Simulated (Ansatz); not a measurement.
**Vibrations of species on Si(100)-2x1 dimers**

Aim: bond lengths and vibrational modes of species bound on Si(100)-2x1 dimers.

Main program and level: Ansatz 0.2.0; DFT PBE, scalar-relativistic, plane waves, PAW; PAW set soft_1.

### 1. The bulk crystal behind the slab

The structure is cubic, space group Fd-3m (No. 227). The conventional cell has a = 5.450 Å, b = 5.450 Å, c = 5.450 Å, α = 90.00°, β = 90.00°, γ = 90.00°. Si has 4 Si at 2.36 Å nearest.

### 2. Relaxation of the host

The host crystal is relaxed at the same level, and its volume sets the scale of the cells that follow.

input.yaml

```yaml
crystal:
  lattice:
    - [0.0, 2.725, 2.725]
    - [2.725, 0.0, 2.725]
    - [2.725, 2.725, 0.0]
  atoms:
    - { symbol: Si, position: [0.0, 0.0, 0.0] }
    - { symbol: Si, position: [0.25, 0.25, 0.25] }
kpoints:
  mp_grid: { grid: [10, 10, 10] }
hamiltonian:
  xc: pbe
  pseudopotentials: { kind: paw, azcp: { folder: soft_1 } }
scf:
  occupations: { method: gaussian, width: 0.02 }
output:
  forces: true
  stress: true
  eigenvalues: true
relax:
  adjacent_minimum: "off"
  f_tol: 0.002
  max_steps: 60
  cell: { stress_tol: 0.02 }
```

The run is started by

```bash
$ ansatz run input.yaml --threads 8 --pin off --max-ram 20480MiB --backend cpu --events-out ev --progress --plain --runs-dir out
```

Numbers of over 12 decimals in the logs are rounded to 6 here.

Log:

```text
The last accepted step is kept in <dir> (removed where the run ends without a failure and the disk answers)
Engine: ansatz 0.2.0, x86_64-unknown-linux-gnu
Pseudopotentials: kind: paw
Pseudopotential: Si, paw, valence charge 4, recommended cutoff 420 eV (normal), soft_1/Si.paw.azcp
Functional definition: PBE
  parameter kappa = 0.804
  parameter beta = 0.066725
  exchange = pbe_x(kappa = kappa, mu = beta*pi^2/3)
[...]
--- Relaxed structure (3 steps of the walk, 3 accepted, 1 SCFs on fresh bases) ---
  F+E_penalty+E_count = -1271.62301785 eV   max|allowed force component| = 2.776e-17 eV/Å   (the final SCF, on the basis selected at the relaxed cell)
  cell:  # Å, volume = 40.9115 Å³
    - [0, 2.734880, 2.734880]
    - [2.734880, 0, 2.734880]
    - [2.734880, 2.734880, 0]
  atoms:
    - { symbol: Si, position: [0, 0, 0] }
    - { symbol: Si, position: [0.25, 0.25, 0.25] }
[key lines of the parts left out:]
SCF converged after 4 iterations
Free energy (F): -1271.623018 eV
Fermi energy:    6.304617 eV
P = ⅓ Tr σ = 0.0045 GPa (0.045 kbar)
```

It took 4.8 s on 8 threads of Intel Xeon at 2.70GHz, shared host; peak memory 0.33 GiB.

The steps of the relaxation:

| step | energy less that of the first step (eV) | largest force component (eV/Å) | pressure (GPa) | volume (Å³) |
| --- | --- | --- | --- | --- |
| 1 | 0.0000 | 0.0000 | 0.99 | 40.47 |
| 2 | -0.0013 | 0.0000 | 0.24 | 40.81 |
| 3 | -0.0014 | 0.0000 | 0.00 | 40.91 |
| 4* | -0.0014 | 0.0000 | 0.00 | 40.91 |

Relaxation steps marked * repeat the geometry before them on a plane-wave basis chosen anew for their cell, so energy and pressure can jump there.

Forces are held to the 48 operations that the run works with; a distortion that breaks them can't arise in this run.

| conventional cell, symmetrised | before | after | change |
| --- | --- | --- | --- |
| a (Å) | 5.450 | 5.470 | +0.4 % |
| b (Å) | 5.450 | 5.470 | +0.4 % |
| c (Å) | 5.450 | 5.470 | +0.4 % |
| volume (Å³/atom) | 20.23 | 20.46 | +1.1 % |

Final coordinates:

```cif
data_structure
_symmetry_space_group_name_H-M 'P 1'
_symmetry_Int_Tables_number 1
_cell_length_a 3.8677
_cell_length_b 3.8677
_cell_length_c 3.8677
_cell_angle_alpha 60.000
_cell_angle_beta 60.000
_cell_angle_gamma 60.000
_cell_volume 40.91
loop_
_atom_site_label
_atom_site_type_symbol
_atom_site_fract_x
_atom_site_fract_y
_atom_site_fract_z
_atom_site_occupancy
Si1 Si 0.00000 0.00000 0.00000 1
Si2 Si 0.25000 0.25000 0.25000 1
```

Numbers from this step:

* pressure: 0.004524 GPa
* gap on the k-mesh: 0.6174 eV
* volume per atom: 20.46 Å³

The forces vanish by symmetry.

### 3. Letting the atoms settle: F on both atoms of the dimer

The slab carries F on both atoms of the dimer. Its plane takes the lattice constant of the bulk relaxed at this level. The lowest layers and the H atoms that close the back face are held, and the other atoms relax. The program lengthens the typed cell of 25.6 Å along the normal to 44.9 Å, as its cut-off of the electrostatics needs, and moves no atom.

System of this step: F on both atoms of the dimer on Si(100)-2x1 dimers. The cell holds 20 atoms: 14 Si, 4 H and 2 F. Cell: a = 7.735 Å, b = 3.868 Å, c = 44.947 Å, α = 90.0°, β = 90.0°, γ = 90.0°. It derives from Si. Vacuum lies along c.

input.yaml

```yaml
crystal:
  lattice:
    - [7.7354058433, 0.0, 0.0]
    - [0.0, 3.8677029217, 0.0]
    - [0.0, 0.0, 25.6278963739]
  atoms:
    - { symbol: Si, position: [0.0, 0.0, 0.327554] }
    - { symbol: Si, position: [0.5, 0.0, 0.327554] }
    - { symbol: Si, position: [0.25, 0.0, 0.380912] }
    - { symbol: Si, position: [0.75, 0.0, 0.380912] }
    - { symbol: Si, position: [0.25, 0.5, 0.434269] }
    - { symbol: Si, position: [0.75, 0.5, 0.434269] }
    - { symbol: Si, position: [0.0, 0.5, 0.487627] }
    - { symbol: Si, position: [0.5, 0.5, 0.487627] }
    - { symbol: Si, position: [0.0, 0.0, 0.540984] }
    - { symbol: Si, position: [0.5, 0.0, 0.540984] }
    - { symbol: Si, position: [0.25, 0.0, 0.594342] }
    - { symbol: Si, position: [0.75, 0.0, 0.594342] }
    - { symbol: Si, position: [0.346175, 0.5, 0.641825] }
    - { symbol: Si, position: [0.653825, 0.5, 0.641825] }
    - { symbol: H, position: [0.0, 0.317043, 0.293711] }
    - { symbol: H, position: [0.0, 0.682957, 0.293711] }
    - { symbol: H, position: [0.5, 0.317043, 0.293711] }
    - { symbol: H, position: [0.5, 0.682957, 0.293711] }
    - { symbol: F, position: [0.273021, 0.5, 0.706289] }
    - { symbol: F, position: [0.726979, 0.5, 0.706289] }
  periodic: [true, true, false]
kpoints:
  mp_grid: { grid: [4, 8, 1] }
hamiltonian:
  xc: pbe
  pseudopotentials: { kind: paw, azcp: { folder: soft_1 } }
scf:
  occupations: { method: gaussian, width: 0.03 }
output:
  forces: true
  eigenvalues: true
relax:
  adjacent_minimum: "off"
  f_tol: 0.003
  max_steps: 120
  constraints: [{ sites: [0, 1, 2, 3, 14, 15, 16, 17] }]
```

Log:

```text
Warning: crystal.periodic: the lattice vector that does not repeat stood 0.000° off the slab's normal, 25.628 Å along it as the deck builds it. The run solves the slab on a vector along the normal, 44.947 Å long, with every atom where it was (on the deck's vector they left 15.05 Å outside them, and the widest stretch free of ions among them is 1.65 Å). A fractional position that the run reports is one of the run's ce [...]
[...]
crystal.periodic: the lattice vector that does not repeat stood 0.000° off the slab's normal, 25.628 Å along it as the deck builds it. The run solves the slab on a vector along the normal, 44.947 Å long, with every atom where it was (on the deck's vector they left 15.05 Å outside them, and the widest stretch free of ions among them is 1.65 Å). A fractional position that the run reports is one of the run's cell, which [...]
[...]
Crystal: 20 atoms, lattice volume = 1344.736 Å³
Basis set: ecut = 420 eV, 26403 PW (Γ), exchange–correlation on 108×54×640 points (8 copies of the dense FFT grid, shifted against one another)
Bands: 57, of which v1, the nominal top of the filled ones, is band 37 counted from 1 (36 counted from 0)
Symmetry: 4 space group operations
[...]
k-points: 15 of 32
[...]
SCF iter   1: F=—  HF=-10584.877454 eV  |F-HF|=—  |Δ(HF+E_count)|=         —  Δρ=3.24e-2  dr2=1.31e1  ethr=3.10e-3  ⟨swp⟩=11.1  Hψ=6269  notcnv=0  defer=71
[...]
SCF iter  12: F=-10581.270799 eV  HF=-10581.270799 eV  |F-HF|=1.95e-8  |Δ(HF+E_count)|=   8.41e-8  Δρ=9.94e-7  dr2=1.27e-8  ethr=3.04e-10  ⟨swp⟩=26.7  Hψ=8441  notcnv=0
SCF 1 converged in 12 iterations: F = -10581.270799 eV  dr2 = 1.27e-8
[...]
relax step   1: F+E_penalty+E_count = -10581.27079897 eV  Δ(F+E_penalty+E_count) = +0.000e0 eV  max|allowed force component| = 2.603e0 eV/Å  Δτ_max = 0.0000 Å  (12 SCF iters, dr2 threshold 2.25e-7 eV, accepted)
[...]
SCF iter   6: F=-10581.629048 eV  HF=-10581.629061 eV  |F-HF|=1.33e-5  |Δ(HF+E_count)|=   1.11e-5  Δρ=1.92e-5  dr2=1.82e-5  ethr=1.35e-7  ⟨swp⟩=20.6  Hψ=6903  notcnv=0
SCF 2 converged in 6 iterations: F = -10581.629048 eV  dr2 = 1.82e-5
[...]
relax step   2: F+E_penalty+E_count = -10581.62904813 eV  Δ(F+E_penalty+E_count) = -3.582e-1 eV  max|allowed force component| = 1.750e0 eV/Å  Δτ_max = 0.1095 Å  (6 SCF iters, dr2 threshold 1.00e-4 eV, accepted)
SCF iter   1: F=—  HF=-10581.814778 eV  |F-HF|=—  |Δ(HF+E_count)|=         —  Δρ=5.55e-3  dr2=2.39e-1  ethr=1.69e-3  ⟨swp⟩=4.1  Hψ=2432  notcnv=0  defer=110
[...]
SCF iter   7: F=-10581.748152 eV  HF=-10581.748156 eV  |F-HF|=4.09e-6  |Δ(HF+E_count)|=   5.66e-5  Δρ=3.25e-5  dr2=1.14e-5  ethr=1.35e-7  ⟨swp⟩=21.2  Hψ=7061  notcnv=0
SCF 3 converged in 7 iterations: F = -10581.748152 eV  dr2 = 1.14e-5
relax step   3: F+E_penalty+E_count = -10581.74815221 eV  Δ(F+E_penalty+E_count) = -1.191e-1 eV  max|allowed force component| = 3.850e-1 eV/Å  Δτ_max = 0.1919 Å  (7 SCF iters, dr2 threshold 1.00e-4 eV, accepted)
[...]
relax step   4: F+E_penalty+E_count = -10581.77246778 eV  Δ(F+E_penalty+E_count) = -2.432e-2 eV  max|allowed force component| = 9.893e-2 eV/Å  Δτ_max = 0.1823 Å  (8 SCF iters, dr2 threshold 9.27e-6 eV, accepted)
[...]
relax step   5: F+E_penalty+E_count = -10581.77541930 eV  Δ(F+E_penalty+E_count) = -2.952e-3 eV  max|allowed force component| = 3.401e-2 eV/Å  Δτ_max = 0.0211 Å  (7 SCF iters, dr2 threshold 6.12e-7 eV, accepted)
[...]
relax step   6: F+E_penalty+E_count = -10581.77641813 eV  Δ(F+E_penalty+E_count) = -9.988e-4 eV  max|allowed force component| = 1.191e-2 eV/Å  Δτ_max = 0.0208 Å  (7 SCF iters, dr2 threshold 7.64e-8 eV, accepted)
[...]
relax step   7: F+E_penalty+E_count = -10581.77653795 eV  Δ(F+E_penalty+E_count) = -1.198e-4 eV  max|allowed force component| = 1.305e-3 eV/Å  Δτ_max = 0.0097 Å  (7 SCF iters, dr2 threshold 1.68e-8 eV, accepted)
[...]
SCF iter   3: F=-10581.776538 eV  HF=-10581.776538 eV  |F-HF|=2.52e-9  |Δ(HF+E_count)|=   2.27e-9  Δρ=5.26e-7  dr2=6.10e-9  ethr=1.22e-11  ⟨swp⟩=4.7  Hψ=3603  notcnv=0
SCF 8 converged in 3 iterations: F = -10581.776538 eV  dr2 = 6.10e-9
relax step   8: F+E_penalty+E_count = -10581.77653795 eV  Δ(F+E_penalty+E_count) = -8.331e-10 eV  max|allowed force component| = 1.289e-3 eV/Å  Δτ_max = 0.0000 Å  (3 SCF iters, accepted)
SCF converged after 3 iterations
Free energy (F): -10581.776538 eV
[...]
Internal energy: -10581.776538 eV  (E = F + TS)
E sigma→0 (E₀):  -10581.776538 eV
Fermi energy:    -5.212416 eV
[...]
--- Forces (eV/Å), atoms counted from 1 ---
  atom   1  Si     0.00000000     0.00000000     0.09684956
  atom   2  Si     0.00000000     0.00000000     0.17634602
  atom   3  Si    -0.18185964     0.00000000    -0.15621956
  atom   4  Si     0.18185964     0.00000000    -0.15621956
  atom   5  Si     0.00054084     0.00000000     0.00003104
  atom   6  Si    -0.00054084     0.00000000     0.00003104
  atom   7  Si     0.00000000     0.00000000     0.00038992
  atom   8  Si    -0.00000000     0.00000000    -0.00107313
  atom   9  Si     0.00000000     0.00000000     0.00107280
  atom  10  Si    -0.00000000     0.00000000    -0.00106233
  atom  11  Si     0.00128856     0.00000000     0.00042646
  atom  12  Si    -0.00128856     0.00000000     0.00042646
  atom  13  Si     0.00028231     0.00000000     0.00085245
  atom  14  Si    -0.00028231     0.00000000     0.00085245
  atom  15  H      0.00000000    -0.58598244     0.00113371
  atom  16  H      0.00000000     0.58598244     0.00113371
  atom  17  H      0.00000000    -0.57908196     0.01858479
  atom  18  H      0.00000000     0.57908196     0.01858479
  atom  19  F     -0.00073367     0.00000000    -0.00108003
  atom  20  F      0.00073367     0.00000000    -0.00108003
  max |Σ_I F_I| component: 1.95e-5 eV/Å
--- Band table (eV; the first three rows and the last of 15) ---
  k-point 0: bands = [... 33 lower, -6.1967, -6.0669, -5.9891, -5.8129, -4.7047, -4.3854, -4.0341, -3.4574, ... 16 higher]
  k-point 1: bands = [... 33 lower, -6.7025, -6.4345, -6.0640, -5.9795, -4.2125, -3.6878, -3.5367, -2.9733, ... 16 higher]
  k-point 2: bands = [... 33 lower, -6.7756, -6.6761, -6.3901, -6.0096, -3.8362, -3.6310, -3.3564, -3.3408, ... 16 higher]
  k-point 14: bands = [... 33 lower, -7.4641, -7.2326, -7.1599, -7.1458, -3.7913, -3.7733, -3.7011, -3.4764, ... 16 higher]
  ° read free of the cell's end (the report's vacuum.weakly_bound_levels)
--- Relaxed structure (8 steps of the walk, 8 accepted, 0 SCFs on fresh bases) ---
  F+E_penalty+E_count = -10581.77653795 eV   max|allowed force component| = 1.289e-3 eV/Å
  cell:  # Å, volume = 1344.7360 Å³
    - [7.7354058433, 0.0, 0.0]
    - [0.0, 3.8677029217, 0.0]
    - [0.0, 0.0, 44.947012]
  atoms:
    - { symbol: Si, position: [0.0, 0.0, 0.186765] }
    - { symbol: Si, position: [0.500000, 0.0, 0.186765] }
    - { symbol: Si, position: [0.250000, 0.0, 0.217188] }
    - { symbol: Si, position: [0.750000, 0.0, 0.217188] }
    - { symbol: Si, position: [0.246464, 0.500000, 0.247516] }
    - { symbol: Si, position: [0.753536, 0.500000, 0.247516] }
    - { symbol: Si, position: [1.3199087106518118e-18, 0.500000, 0.279399] }
    - { symbol: Si, position: [0.500000, 0.500000, 0.276324] }
    - { symbol: Si, position: [1.9920878029197683e-18, 0.0, 0.310517] }
    - { symbol: Si, position: [0.500000, 0.0, 0.306030] }
    - { symbol: Si, position: [0.260350, 0.0, 0.338847] }
    - { symbol: Si, position: [0.739650, 0.0, 0.338847] }
    - { symbol: Si, position: [0.342734, 0.500000, 0.365660] }
    - { symbol: Si, position: [0.657266, 0.500000, 0.365660] }
    - { symbol: H, position: [0.0, 0.317043, 0.167468] }
    - { symbol: H, position: [0.0, 0.682957, 0.167468] }
    - { symbol: H, position: [0.500000, 0.317043, 0.167468] }
    - { symbol: H, position: [0.500000, 0.682957, 0.167468] }
    - { symbol: F, position: [0.270325, 0.500000, 0.399490] }
    - { symbol: F, position: [0.729675, 0.500000, 0.399490] }
```

It took 2.7 min on 8 threads; peak memory 3.4 GiB; 20 min of CPU time.

Relaxation path:

| step | energy less that of the first step (eV) | largest force component (eV/Å) |
| --- | --- | --- |
| 1 | 0.0000 | 2.6033 |
| 2 | -0.3582 | 1.7499 |
| 3 | -0.4774 | 0.3850 |
| 4 | -0.5017 | 0.0989 |
| 5 | -0.5046 | 0.0340 |
| 6 | -0.5056 | 0.0119 |
| 7 | -0.5057 | 0.0013 |
| 8 | -0.5057 | 0.0013 |

Forces are held to the 4 operations that the run works with; a distortion that breaks them can't arise in this run.

The atoms that moved most (Å):

| atom | dx | dy | dz | length |
| --- | --- | --- | --- | --- |
| F19 | -0.021 | 0.000 | -0.145 | 0.146 |
| F20 | 0.021 | 0.000 | -0.145 | 0.146 |
| Si10 | 0.000 | 0.000 | -0.109 | 0.109 |
| Si9 | 0.000 | 0.000 | 0.093 | 0.093 |
| Si12 | -0.080 | 0.000 | -0.002 | 0.080 |
| Si11 | 0.080 | 0.000 | -0.002 | 0.080 |
| Si8 | 0.000 | 0.000 | -0.077 | 0.077 |
| Si7 | 0.000 | 0.000 | 0.061 | 0.061 |

This step gave:

```yaml
gap_on_the_k_mesh: 1.015 eV
```

The largest force component left on a free atom is 1.3 meV/Å.

[end of part 1 of 2]

[Logs are printed without paths, hosts, clocks, repeated set-up lines and the standing remarks that a program may print on its own settings, such as how far it seeks lower states.]

[Hosts, paths, dates, database ids (printed as entryN), source tags and the programs' standing remarks are cut or masked in the printed files.]
